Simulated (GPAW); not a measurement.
# A carbon nanotube (4, 4); a C-C pair replaced by N-N: transmission at several levels

Aim: T(E), conductance and thermopower of a carbon nanotube (4, 4); a C-C pair replaced by N-N, and what cheaper settings cost in accuracy.

Calculated with GPAW 26.7.0; GPAW LCAO, PAW setups; Landauer transmission from Green's functions with principal layers (ASE), zero bias.

## 1. Set-up

The cell holds 192 atoms: 190 C and 2 N. Cell: a = 13.424 Å, b = 13.424 Å, c = 29.514 Å, α = 90.0°, β = 90.0°, γ = 90.0°. Regions: left lead, 80 atoms (80 C); channel, 32 atoms (30 C and 2 N); right lead, 80 atoms (80 C). Vacuum lies along a and b. The structure is stacked along c, and the current runs across the ab planes.

## 2. Single-zeta polarised basis

One radial function a shell plus polarisation makes the matrices smaller; the question is what that costs.

The input, run.py:

```python
import json
import numpy as np
from ase import Atoms
from ase.transport.calculators import TransportCalculator
from gpaw import GPAW, FermiDirac
from gpaw.lcao.tools import get_lcao_hamiltonian
from scipy.linalg import eigh

# The junction with lead layers at both ends, along the third cell vector
device = Atoms(
    ['C', 'C', 'C', 'C', 'C', 'C', 'C', 'C', 'C', 'C', 'C', 'C', 'C', 'C', 'C', 'C', 'C', 'C', 'C', 'C', 'C', 'C', 'C', 'C', 'C', 'C', 'C', 'C', 'C', 'C', 'C', 'C', 'C', 'C', 'C', 'C', 'C', 'C', 'C', 'C', 'C', 'C', 'C', 'C', 'C', 'C', 'C', 'C', 'C', 'C', 'C', 'C', 'C', 'C', 'C', 'C', 'C', 'C', 'C', 'C', 'C', 'C', 'C', 'C', 'C', 'C', 'C', 'C', 'C', 'C', 'C', 'C', 'C', 'C', 'C', 'C', 'C', 'C', 'C', 'C', 'C', 'C', 'C', 'C', 'C', 'C', 'C', 'C', 'N', 'C', 'N', 'C', 'C', 'C', 'C', 'C', 'C', 'C', 'C', 'C', 'C', 'C', 'C', 'C', 'C', 'C', 'C', 'C', 'C', 'C', 'C', 'C', 'C', 'C', 'C', 'C', 'C', 'C', 'C', 'C', 'C', 'C', 'C', 'C', 'C', 'C', 'C', 'C', 'C', 'C', 'C', 'C', 'C', 'C', 'C', 'C', 'C', 'C', 'C', 'C', 'C', 'C', 'C', 'C', 'C', 'C', 'C', 'C', 'C', 'C', 'C', 'C', 'C', 'C', 'C', 'C', 'C', 'C', 'C', 'C', 'C', 'C', 'C', 'C', 'C', 'C', 'C', 'C', 'C', 'C', 'C', 'C', 'C', 'C', 'C', 'C', 'C', 'C', 'C', 'C', 'C', 'C', 'C', 'C', 'C', 'C', 'C', 'C', 'C', 'C', 'C', 'C'],
    positions=[
        [4.00000, 6.71200, 0.61488],
        [4.36334, 5.35600, 0.61488],
        [5.35600, 9.06066, 0.61488],
        [6.71200, 9.42400, 0.61488],
        [6.71200, 4.00000, 0.61488],
        [8.06800, 4.36334, 0.61488],
        [9.06066, 8.06800, 0.61488],
        [9.42400, 6.71200, 0.61488],
        [4.09241, 7.41392, 1.84463],
        [4.79433, 8.62967, 1.84463],
        [4.79433, 4.79433, 1.84463],
        [6.01008, 4.09241, 1.84463],
        [7.41392, 9.33159, 1.84463],
        [8.62967, 8.62967, 1.84463],
        [8.62967, 4.79433, 1.84463],
        [9.33159, 6.01008, 1.84463],
        [4.00000, 6.71200, 3.07439],
        [4.36334, 5.35600, 3.07439],
        [5.35600, 9.06066, 3.07439],
        [6.71200, 9.42400, 3.07439],
        [6.71200, 4.00000, 3.07439],
        [8.06800, 4.36334, 3.07439],
        [9.06066, 8.06800, 3.07439],
        [9.42400, 6.71200, 3.07439],
        [4.09241, 7.41392, 4.30415],
        [4.79433, 8.62967, 4.30415],
        [4.79433, 4.79433, 4.30415],
        [6.01008, 4.09241, 4.30415],
        [7.41392, 9.33159, 4.30415],
        [8.62967, 8.62967, 4.30415],
[... 156 atom lines left out ...]
        [4.79433, 4.79433, 28.89927],
        [6.01008, 4.09241, 28.89927],
        [7.41392, 9.33159, 28.89927],
        [8.62967, 8.62967, 28.89927],
        [8.62967, 4.79433, 28.89927],
        [9.33159, 6.01008, 28.89927]],
    cell=[[13.424, 0.0, 0.0], [0.0, 13.424, 0.0], [0.0, 0.0, 29.51415]],
    pbc=True)

# One principal layer of the lead: the first 48 atoms of the device
lead = Atoms(
    ['C', 'C', 'C', 'C', 'C', 'C', 'C', 'C', 'C', 'C', 'C', 'C', 'C', 'C', 'C', 'C', 'C', 'C', 'C', 'C', 'C', 'C', 'C', 'C', 'C', 'C', 'C', 'C', 'C', 'C', 'C', 'C', 'C', 'C', 'C', 'C', 'C', 'C', 'C', 'C', 'C', 'C', 'C', 'C', 'C', 'C', 'C', 'C'],
    positions=[
        [4.00000, 6.71200, 0.61488],
        [4.36334, 5.35600, 0.61488],
        [5.35600, 9.06066, 0.61488],
        [6.71200, 9.42400, 0.61488],
        [6.71200, 4.00000, 0.61488],
        [8.06800, 4.36334, 0.61488],
        [9.06066, 8.06800, 0.61488],
        [9.42400, 6.71200, 0.61488],
        [4.09241, 7.41392, 1.84463],
        [4.79433, 8.62967, 1.84463],
        [4.79433, 4.79433, 1.84463],
        [6.01008, 4.09241, 1.84463],
        [7.41392, 9.33159, 1.84463],
        [8.62967, 8.62967, 1.84463],
        [8.62967, 4.79433, 1.84463],
        [9.33159, 6.01008, 1.84463],
        [4.00000, 6.71200, 3.07439],
        [4.36334, 5.35600, 3.07439],
        [5.35600, 9.06066, 3.07439],
        [6.71200, 9.42400, 3.07439],
        [6.71200, 4.00000, 3.07439],
        [8.06800, 4.36334, 3.07439],
        [9.06066, 8.06800, 3.07439],
        [9.42400, 6.71200, 3.07439],
        [4.09241, 7.41392, 4.30415],
        [4.79433, 8.62967, 4.30415],
        [4.79433, 4.79433, 4.30415],
        [6.01008, 4.09241, 4.30415],
        [7.41392, 9.33159, 4.30415],
        [8.62967, 8.62967, 4.30415],
        [8.62967, 4.79433, 4.30415],
        [9.33159, 6.01008, 4.30415],
        [4.00000, 6.71200, 5.53390],
        [4.36334, 5.35600, 5.53390],
        [5.35600, 9.06066, 5.53390],
        [6.71200, 9.42400, 5.53390],
        [6.71200, 4.00000, 5.53390],
        [8.06800, 4.36334, 5.53390],
        [9.06066, 8.06800, 5.53390],
        [9.42400, 6.71200, 5.53390],
        [4.09241, 7.41392, 6.76366],
        [4.79433, 8.62967, 6.76366],
        [4.79433, 4.79433, 6.76366],
        [6.01008, 4.09241, 6.76366],
        [7.41392, 9.33159, 6.76366],
        [8.62967, 8.62967, 6.76366],
        [8.62967, 4.79433, 6.76366],
        [9.33159, 6.01008, 6.76366]],
    cell=[[13.424, 0.0, 0.0], [0.0, 13.424, 0.0], [0.0, 0.0, 7.37854]],
    pbc=True)

settings = dict(mode='lcao', basis='szp(dzp)', xc='PBE', h=0.18,
                occupations=FermiDirac(0.1), maxiter=250,
                mixer=dict(beta=0.1, nmaxold=8, weight=100.0),
                convergence=dict(density=0.0001))
energies = np.arange(-2, 2 + 1e-9, 0.05)
eta = 0.0001
n1, n2 = 1, 1
# k and -k transmit alike, so half of the mesh across the current serves
mesh = [(i, j) for i in range(n1) for j in range(n2) if (i, j) <= (-i % n1, -j % n2)]
weights = np.array([1 if (i, j) == (-i % n1, -j % n2) else 2 for i, j in mesh]) / (n1 * n2)

# [... helper functions left out ...]
fermi_lead = ground_state(lead, (1, 1, 15), 'lead.txt')
fermi_device = ground_state(device, (1, 1, 3), 'device.txt')
# [... loop over the mesh left out, but for ...]
        # Shift the lead onto the potential of the device's first layer
        shift = ((H[:, 0, 0] - H0[:, 0, 0]) / S0[0, 0]).real.mean()
# [...]
kT = 8.617333e-5 * 77
bias = [0.1, 0.2, 0.5, 1.0, 1.5, 2.0]
# [... integrals and printing left out ...]
```

On the command line:

```
$ OMP_NUM_THREADS=1 OPENBLAS_NUM_THREADS=1 python run.py
```

The program printed:

```text
basis functions: device 1728, principal layer 432
Fermi level: lead -2.5698 eV, device -2.4942 eV; lead shifted by -0.0089 eV
largest coupling past the next layer 4.68e-15 eV, largest misfit of the first layer 0.038 eV
  E-E_F (eV)   T (one spin)  [channel counts left out]
    -2.000    2.9631e+00
    -1.950    2.7127e+00
    -1.900    2.8345e+00
    -1.850    2.4871e+00
    -1.800    1.6972e+00
    -1.750    9.9884e-01
    -1.700    9.9856e-01
    -1.650    1.5211e+00
    -1.600    1.6763e+00
    -1.550    1.7210e+00
    -1.500    1.7429e+00
    -1.450    1.7587e+00
    -1.400    1.7721e+00
    -1.350    1.7833e+00
    -1.300    1.7921e+00
    -1.250    1.7982e+00
[...]
1.650    5.9795e+00
     1.700    5.9941e+00
     1.750    6.0021e+00
     1.800    6.0051e+00
     1.850    5.9958e+00
     1.900    6.0006e+00
     1.950    5.9938e+00
     2.000    5.9846e+00
conductance at 77 K: 0.98841 G0 a cell; thermopower -2.762 uV/K
current from the zero-bias T(E) at 0.1 V: 7.7607 uA
current from the zero-bias T(E) at 0.2 V: 16.018 uA
current from the zero-bias T(E) at 0.5 V: 45.806 uA
current from the zero-bias T(E) at 1.0 V: 106.96 uA
current from the zero-bias T(E) at 1.5 V: 171.31 uA
current from the zero-bias T(E) at 2.0 V: 233.11 uA
```

Wall time 25 min (1 thread of AMD EPYC 9R14 (Zen 4), shared host); peak memory 4.2 GiB.

This step gave:

| Property | Result |
| --- | --- |
| conductance | 0.9884 G₀ |
| thermopower | -2.762 μV/K |
| largest coupling past the next principal layer | 4.68e-15 eV |
| largest misfit of the first principal layer | 0.03770 eV |
| shift that aligns the lead | -0.008912 eV |
| basis functions of the junction | 1728 |
| basis functions of a principal layer | 432 |
| transmission at the Fermi level (one spin) | 0.9821 |

One spin. Transmission, zone mean against energy, zero at the Fermi level:

energy (eV), transmission, zone mean and a bar from the least value:
```
    -2.00       2.96 ############
    -1.85       2.49 #########
    -1.70       1.00 
    -1.60       1.68 ####
    -1.45       1.76 #####
    -1.30       1.79 #####
    -1.20       1.80 #####
    -1.15       1.80 #####
    -1.05       1.80 #####
    -0.90       1.78 #####
    -0.75       1.75 #####
    -0.60       1.69 ####
    -0.50       1.63 ####
    -0.35       1.47 ###
    -0.20       1.20 #
    -0.05       0.94 
     0.00       0.98 
     0.05       1.09 #
     0.20       1.49 ###
     0.35       1.67 ####
     0.45       1.70 ####
     0.50       1.69 ####
     0.60       1.65 ####
     0.75       1.51 ###
     0.90       1.22 ##
     1.05       2.14 #######
     1.10       3.43 ###############
     1.15       2.92 ############
     1.30       5.37 ##########################
     1.45       5.82 #############################
     1.60       5.96 ##############################
     1.70       5.99 ##############################
     1.85       6.00 ##############################
     2.00       5.98 ##############################
```

Not self-consistent under bias; the bias window is split evenly. Current through one cell, from the zero-bias transmission against bias:

```csv
bias (V),"current through one cell, from the zero-bias transmission (μA)"
0.100,7.76
0.200,16.0
0.500,45.8
1.000,107
1.500,171
2.000,233
```

The transmission of the three most open eigenchannels by energy, zero at the Fermi level:

```csv
energy (eV),channel 1,channel 2,channel 3
-2.00,0.999,0.845,0.715
-1.85,0.999,0.771,0.383
-1.70,0.999,6.4e-8,1.6e-9
-1.60,0.998,0.678,4.0e-11
-1.45,0.997,0.762,1.9e-12
-1.30,0.995,0.797,0
-1.15,0.993,0.808,0
-1.05,0.992,0.807,0
-0.90,0.989,0.793,0
-0.75,0.986,0.764,0
-0.60,0.981,0.710,0
-0.50,0.977,0.652,0
-0.35,0.970,0.505,0
-0.20,0.959,0.237,0
-0.05,0.944,6.4e-6,1.5e-8
0.00,0.938,0.0439,2.7e-12
0.05,0.931,0.162,0
0.20,0.903,0.586,0
0.35,0.859,0.811,0
0.50,0.908,0.787,2.0e-12
0.60,0.942,0.711,1.3e-11
0.75,0.973,0.538,1.2e-9
0.90,0.996,0.225,1.9e-7
1.05,0.990,0.636,0.487
1.15,0.997,0.947,0.883
1.30,0.999,0.981,0.953
1.45,0.999,0.993,0.974
1.60,0.999,0.997,0.981
1.70,0.999,0.998,0.983
1.85,0.999,0.998,0.985
2.00,0.999,0.999,0.989
```

Couplings past the next layer reach 4.7e-15 eV, small enough to drop; the matrix elements of the cell's first layer differ from the bulk lead's by up to 0.038 eV. That layer keeps its own values in the calculation, and only beyond it is the lead taken as perfect.

## 3. Minimal basis, basis sz(dzp)

The minimal basis is the cheapest rung: no second zeta and no polarisation.

Changes to run.py since step 2:

```diff
@@ -107,3 +107,3 @@
 
-settings = dict(mode='lcao', basis='szp(dzp)', xc='PBE', h=0.18,
+settings = dict(mode='lcao', basis='sz(dzp)', xc='PBE', h=0.18,
                 occupations=FermiDirac(0.1), maxiter=250,
```

The program printed:

```text
basis functions: device 768, principal layer 192
Fermi level: lead -3.4217 eV, device -3.3199 eV; lead shifted by -0.0137 eV
largest coupling past the next layer 4.91e-15 eV, largest misfit of the first layer 0.049 eV
  E-E_F (eV)   T (one spin)  [channel counts left out]
    -2.000    2.7862e+00
    -1.950    2.3457e+00
    -1.900    1.8646e+00
    -1.850    1.3958e+00
    -1.800    9.9886e-01
    -1.750    1.6992e+00
    -1.700    1.7927e+00
    -1.650    1.8045e+00
    -1.600    1.8083e+00
    -1.550    1.8133e+00
    -1.500    1.8197e+00
    -1.450    1.8263e+00
    -1.400    1.8320e+00
    -1.350    1.8361e+00
    -1.300    1.8383e+00
    -1.250    1.8393e+00
[...]
1.650    5.6604e+00
     1.700    5.7656e+00
     1.750    5.8417e+00
     1.800    5.8940e+00
     1.850    5.9295e+00
     1.900    5.9528e+00
     1.950    5.9671e+00
     2.000    5.9745e+00
conductance at 77 K: 0.95499 G0 a cell; thermopower 2.138 uV/K
current from the zero-bias T(E) at 0.1 V: 7.4632 uA
current from the zero-bias T(E) at 0.2 V: 15.253 uA
current from the zero-bias T(E) at 0.5 V: 42.58 uA
current from the zero-bias T(E) at 1.0 V: 99.936 uA
current from the zero-bias T(E) at 1.5 V: 162.01 uA
current from the zero-bias T(E) at 2.0 V: 221.03 uA
```

It took 4.9 min on 1 thread; peak memory 3.1 GiB.

This step gave:

```
conductance                                    : 0.9550 G₀
thermopower                                    : 2.138 μV/K
largest coupling past the next principal layer : 4.91e-15 eV
largest misfit of the first principal layer    : 0.04937 eV
shift that aligns the lead                     : -0.01374 eV
basis functions of the junction                : 768
basis functions of a principal layer           : 192
transmission at the Fermi level (one spin)     : 0.9511
```

One spin. Table of transmission, zone mean by energy, zero at the Fermi level:

```csv
energy (eV),"transmission, zone mean"
-2.000,2.79
-1.800,0.999
-1.600,1.81
-1.400,1.83
-1.250,1.84
-1.200,1.84
-1.000,1.82
-0.800,1.79
-0.600,1.72
-0.400,1.59
-0.200,1.33
0.000,0.951
0.200,1.12
0.400,1.45
0.550,1.51
0.600,1.50
0.800,1.34
1.000,1.09
1.200,0.881
1.300,1.59
1.400,3.11
1.600,5.51
1.800,5.89
2.000,5.97
```

Not self-consistent under bias; the bias window is split evenly. Current through one cell, from the zero-bias transmission against bias:

```csv
bias (V),"current through one cell, from the zero-bias transmission (μA)"
0.100,7.46
0.200,15.3
0.500,42.6
1.000,99.9
1.500,162
2.000,221
```

The transmission of the three most open eigenchannels by energy, zero at the Fermi level:

```csv
energy (eV),channel 1,channel 2,channel 3
-2.000,0.999,0.902,0.458
-1.800,0.999,2.9e-7,2.5e-7
-1.600,0.998,0.810,8.9e-12
-1.400,0.996,0.836,0
-1.200,0.994,0.843,0
-1.000,0.991,0.831,0
-0.800,0.987,0.801,0
-0.600,0.980,0.740,0
-0.400,0.970,0.621,0
-0.200,0.953,0.376,0
0.000,0.927,0.0242,0
0.200,0.886,0.236,0
0.400,0.814,0.638,0
0.600,0.822,0.679,0
0.800,0.901,0.442,0
1.000,0.932,0.154,4.5e-11
1.200,0.868,0.0132,9.1e-9
1.400,0.999,0.637,0.559
1.600,0.999,0.977,0.942
1.800,0.999,0.997,0.974
2.000,0.999,0.999,0.981
```

At the Fermi level the transmission is 0.951. The current reaches 221 μA at 2 V, 1.5 times what the ratio of current to bias at 0.1 V would give.

## 4. revPBE in the szp basis: xc = "revPBE"

Back in the szp basis, the functional changes from PBE to revPBE, to set the spread between functionals beside that between bases.

Changes to run.py since step 3:

```diff
@@ -107,3 +107,3 @@
 
-settings = dict(mode='lcao', basis='sz(dzp)', xc='PBE', h=0.18,
+settings = dict(mode='lcao', basis='szp(dzp)', xc='revPBE', h=0.18,
                 occupations=FermiDirac(0.1), maxiter=250,
```

The program printed:

```text
basis functions: device 1728, principal layer 432
Fermi level: lead -2.4838 eV, device -2.4089 eV; lead shifted by -0.0090 eV
largest coupling past the next layer 4.91e-15 eV, largest misfit of the first layer 0.037 eV
  E-E_F (eV)   T (one spin)  [channel counts left out]
    -2.000    2.9100e+00
    -1.950    2.6961e+00
    -1.900    2.8287e+00
[...]
1.950    5.9945e+00
     2.000    5.9857e+00
conductance at 77 K: 0.99628 G0 a cell; thermopower -2.966 uV/K
current from the zero-bias T(E) at 0.1 V: 7.8183 uA
current from the zero-bias T(E) at 0.2 V: 16.119 uA
current from the zero-bias T(E) at 0.5 V: 45.95 uA
current from the zero-bias T(E) at 1.0 V: 107.13 uA
current from the zero-bias T(E) at 1.5 V: 171.64 uA
current from the zero-bias T(E) at 2.0 V: 234.39 uA
```

Elapsed: 25 min, on 1 thread; peak memory 4.2 GiB.

Numbers from this step:

| Property | Result |
| --- | --- |
| conductance | 0.9963 G₀ |
| thermopower | -2.966 μV/K |
| largest misfit of the first principal layer | 0.03727 eV |
| shift that aligns the lead | -0.008986 eV |
| basis functions of the junction | 1728 |
| basis functions of a principal layer | 432 |
| transmission at the Fermi level (one spin) | 0.9903 |

One spin. The transmission, zone mean by energy, zero at the Fermi level:

energy (eV), transmission, zone mean and a bar from the least value:
```
    -2.00       2.91 ############
    -1.90       2.83 ###########
    -1.80       1.53 ###
    -1.70       1.00 
    -1.55       1.72 #####
    -1.45       1.76 #####
    -1.35       1.78 #####
    -1.25       1.80 #####
    -1.20       1.80 #####
    -1.15       1.80 #####
    -1.05       1.80 #####
    -0.90       1.78 #####
    -0.80       1.76 #####
    -0.70       1.73 #####
    -0.60       1.69 ####
    -0.50       1.63 ####
    -0.40       1.53 ###
    -0.25       1.29 ##
    -0.15       1.07 #
    -0.05       0.95 
     0.00       0.99 
     0.05       1.11 #
     0.15       1.39 ###
     0.25       1.58 ####
     0.40       1.70 ####
     0.45       1.71 #####
     0.50       1.70 ####
     0.60       1.66 ####
     0.70       1.58 ####
     0.80       1.48 ###
     0.90       1.24 ##
     1.05       2.19 #######
     1.15       2.97 ############
     1.25       5.03 ########################
     1.35       5.57 ###########################
     1.45       5.82 #############################
     1.55       5.92 ##############################
     1.70       5.99 ##############################
     1.80       6.00 ##############################
     1.90       6.00 ##############################
     2.00       5.99 ##############################
```

The conductance, 0.996 G₀, lies 0.8 % above that of the szp run.

## 5. All levels side by side

Times are for 1 thread of AMD EPYC 9R14 (Zen 4), shared host. The runs compared:

```csv
no.,run,conductance (G₀),time,memory (GiB)
1,szp,0.9884,25 min,4.2
2,sz,0.9550,4.9 min,3.1
3,szp revPBE,0.9963,25 min,4.2
```

## 6. The levels side by side

The curves are compared point by point over the common energies.

This step: comparison of transmission and cost over codes and levels (GPAW 26.7.0).

Ladder, by row:

```csv
step,code,T at the Fermi level (sum over the listed spins),conductance (G0),r.m.s. T(E) from the first,wall time (s),peak memory (GiB),threads
szp,GPAW,0.9821,0.9884,0,1471,4.17,1
sz,GPAW,0.9511,0.955,1.089,291.7,3.06,1
szp-revPBE,GPAW,0.9903,0.9963,0.04507,1490,4.16,1
```

Transmission, zone mean, sum over the listed spins against energy, zero at the Fermi level:

```csv
energy (eV),szp,sz,szp-revPBE
-2.00,2.96,2.79,2.91
-1.90,2.83,1.86,2.83
-1.80,1.70,0.999,1.53
-1.70,0.999,1.79,0.998
-1.55,1.72,1.81,1.72
-1.45,1.76,1.83,1.76
-1.35,1.78,1.84,1.78
-1.25,1.80,1.84,1.80
-1.20,1.80,1.84,1.80
-1.15,1.80,1.84,1.80
-1.05,1.80,1.83,1.80
-0.90,1.78,1.81,1.78
-0.80,1.76,1.79,1.76
-0.70,1.73,1.76,1.73
-0.60,1.69,1.72,1.69
-0.50,1.63,1.67,1.63
-0.40,1.54,1.59,1.53
-0.25,1.30,1.41,1.29
-0.15,1.08,1.23,1.07
-0.05,0.944,1.03,0.945
0.00,0.982,0.951,0.990
0.05,1.09,0.919,1.11
0.15,1.38,1.02,1.39
0.25,1.57,1.23,1.58
0.40,1.69,1.45,1.70
0.45,1.70,1.49,1.71
0.50,1.69,1.51,1.70
0.60,1.65,1.50,1.66
0.70,1.57,1.44,1.58
0.80,1.46,1.34,1.48
0.90,1.22,1.21,1.24
1.05,2.14,1.04,2.19
1.10,3.43,1.08,3.14
1.15,2.92,0.924,2.97
1.25,5.04,0.479,5.03
1.35,5.58,0.998,5.57
1.45,5.82,4.33,5.82
1.55,5.92,5.28,5.92
1.70,5.99,5.77,5.99
1.80,6.01,5.89,6.00
1.90,6.00,5.95,6.00
2.00,5.98,5.97,5.99
```

(Continued in part 2 of 2.)

[Logs are printed without paths, hosts, clocks, repeated set-up lines and the standing remarks that a program may print on its own settings, such as how far it seeks lower states.]

[Hosts, paths, dates, database ids (printed as entryN), source tags and the programs' standing remarks are cut or masked in the printed files.]
